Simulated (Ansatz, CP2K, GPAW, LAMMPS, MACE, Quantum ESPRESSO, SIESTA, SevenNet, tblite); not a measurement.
# Which run comes nearest? Amorphous 43Bi2O3-57BaO (mol %) (99 atoms)

Density of this cell: 9.49 g/cm³. The cell holds 99 atoms: 26 Bi, 17 Ba and 56 O. Cell: a = 11.487 Å, b = 11.487 Å, c = 11.487 Å, α = 90.0°, β = 90.0°, γ = 90.0°. 99 atoms (26 Gd, 17 Ba, 56 O) placed at random at 8.51 g/cm³, melted at 5000 K for 10 ps at fixed volume with the Morse and Coulomb pair potential with partial charges (Pedone, Malavasi, Menziani, Cormack and Segre, J. Phys. Chem. B 110, 11780 (2006)). Quenched from 5000 K to 300 K at 50 K/ps and fixed volume, held 5 ps, then minimised at fixed cell. Then Gd was replaced by Bi and the cell scaled by 1.02 (the potential has no terms for the new elements, so the cell is a start for a DFT relaxation).

Geometry: as built.

The reference, a calculation:

* method: Kohn-Sham DFT, PBE, PAW, plane waves (Ansatz 0.2.0); cutoff 420 eV, Γ point, fermi-dirac smearing of 0.05 eV; PAW set soft_2
* r.m.s. force component: 0.6986 eV/Å
* longest force: 2.338 eV/Å
* pressure: 21.02 GPa
* gap (highest filled to lowest empty level): 1.234 eV
* SCF cycles: 8
* time: 17 s on 8 threads of Arm Neoverse V2, shared host
* CPU time: 1.9 min

Runs, in no order:
A. MACE MP-0b3 medium potential: machine-learned interatomic potential MACE MP-0b3 medium, trained on PBE(+U) plane-wave data
B. SIESTA PBE, DZP, shift 0.01 Ry, mesh 500 Ry: Kohn-Sham DFT, PBE, PseudoDojo 0.4.1 norm-conserving pseudopotentials (converted to PSML), numerical atomic orbitals (DZP), diagonalisation
C. GPAW PBE, LCAO dzp, h 0.15 Å: Kohn-Sham DFT, PBE, PAW, atomic orbitals (dzp)
D. QE PBE, sssp-1.3.0-efficiency, 60/480 Ry: Kohn-Sham DFT, PBE, SSSP efficiency 1.3.0 pseudopotentials, plane waves
E. GPAW PBE, LCAO sz(dzp), h 0.18 Å: Kohn-Sham DFT, PBE, PAW, atomic orbitals (sz(dzp))

Q: Order them from the smallest to the largest r.m.s. force difference.

D, C, A, E, B.

```csv
run,"Δ force, r.m.s. (meV/Å)",share of r.m.s. force (%),CPU time
"D. QE PBE, sssp-1.3.0-efficiency, 60/480 Ry",25.2,3.61,37 min
"C. GPAW PBE, LCAO dzp, h 0.15 Å",108,15.5,18 min
A. MACE MP-0b3 medium potential,172,24.7,7.2 s
"E. GPAW PBE, LCAO sz(dzp), h 0.18 Å",244,35.0,3.6 min
"B. SIESTA PBE, DZP, shift 0.01 Ry, mesh 500 Ry",348,49.8,8.3 min
```

Machine-learned potentials mimic data converged in k, so the reference's own k-point error enters their differences. The network of bonds at the start is that of the classical potential that made the cell, and needn't be the one that DFT or experiment would give. The electronic-structure runs sample only Γ, in a cell whose shortest periodic width is 11 Å.

[Logs are printed without paths, hosts, clocks, repeated set-up lines and the standing remarks that a program may print on its own settings, such as how far it seeks lower states.]

[Hosts, paths, dates, database ids (printed as entryN), source tags and the programs' standing remarks are cut or masked in the printed files.]
